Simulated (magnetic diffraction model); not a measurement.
**Moment size from magnetic intensity in CeSbS2O**

Space group P4/nmm (no. 129, origin choice 1), a = 3.9860 Å, c = 13.4490 Å.

| site | atom | x | y | z |
| --- | --- | --- | --- | --- |
| 2c | Ce | 0 | 1/2 | 0.4048 |
| 2c | Sb | 0 | 1/2 | 0.8786 |
| 2c | S | 0 | 1/2 | 0.1173 |
| 2c | S | 0 | 1/2 | 0.6823 |
| 2b | O | 1/2 | 1/2 | 1/2 |

This is a made-up structure (elements placed in a structure type, unrelaxed), so the numbers test the method and describe no known phase.

Only Ce is taken to order (form factors of Ce3+); orders and moment sizes are assumed, and not adapted to the symmetry. Radiation: neutrons of λ = 1.594 Å, 3° to 60°; isotropic B of 0.51 Å² (Ce), 0.63 Å² (Sb), 0.6 Å² (S) and 0.83 Å² (O). Simulated constant-wavelength pattern: nuclear and magnetic terms add, the magnetic one as |2.695 fm × Σ f S⊥ exp(2πi Q·r) exp(−B s²)|², summed over all Q at one angle with the factor 1/(sin²θ cos θ). For collinear order S is the moment m, which repeats by lattice and centring translations R with the sign exp(−2πi k·R). Free-ion form factors, Sears's scattering lengths of 1992, no absorption; a label names one of the reflections at its angle. The strongest nuclear line in the range is 100, and lines under 0.2 are left out.

In a first state the assumed order is k = (0 0 0), collinear moments along [101], 1.3 μB on Ce; signs + at (0, 1/2, 0.4048), + at (1/2, 0, 0.5952), with this pattern:

| 2θ (°) | index | nuclear | magnetic |
| --- | --- | --- | --- |
| 6.79 | (0 0 1) | 69.5 | 2.0 |
| 13.61 | (0 0 2) | 28.7 | 0.1 |
| 20.48 | (0 0 3) | 17.8 | 0.0 |
| 24.07 | (1 0 1) | 3.1 | 2.9 |
| 26.88 | (1 0 2) | 20.1 | 5.1 |
| 27.42 | (0 0 4) | 7.8 | 0.1 |
| 31.04 | (1 0 3) | 7.8 | 3.1 |
| 32.85 | (1 1 0) | 28.0 | 2.4 |
| 33.59 | (1 1 1) | 22.5 | 3.0 |
| 34.47 | (0 0 5) | 12.3 | 0.1 |
| 35.71 | (1 1 2) | 12.7 | 0.5 |
| 36.13 | (1 0 4) | 16.1 | 0.8 |
| 39.02 | (1 1 3) | 6.6 | 0.1 |
| 41.66 | (0 0 6) | 0.4 | 0.1 |
| 41.89 | (1 0 5) | 5.9 | 0.0 |
| 43.31 | (1 1 4) | 100.0 | 0.8 |
(The table stops after 16 lines; 14 more lie at higher angle.)

**Question.** Nearer the ordering temperature the line at 26.88° has total intensity 21.4 on the same scale, and all moments have shrunk alike. How large is the Ce moment?

The nuclear part, 20.1, stays, so the magnetic part is 1.3 against 5.1. It goes as m², so m = 1.3 × √(1.3/5.1) = 0.66 μB; the value used was 0.65 μB.
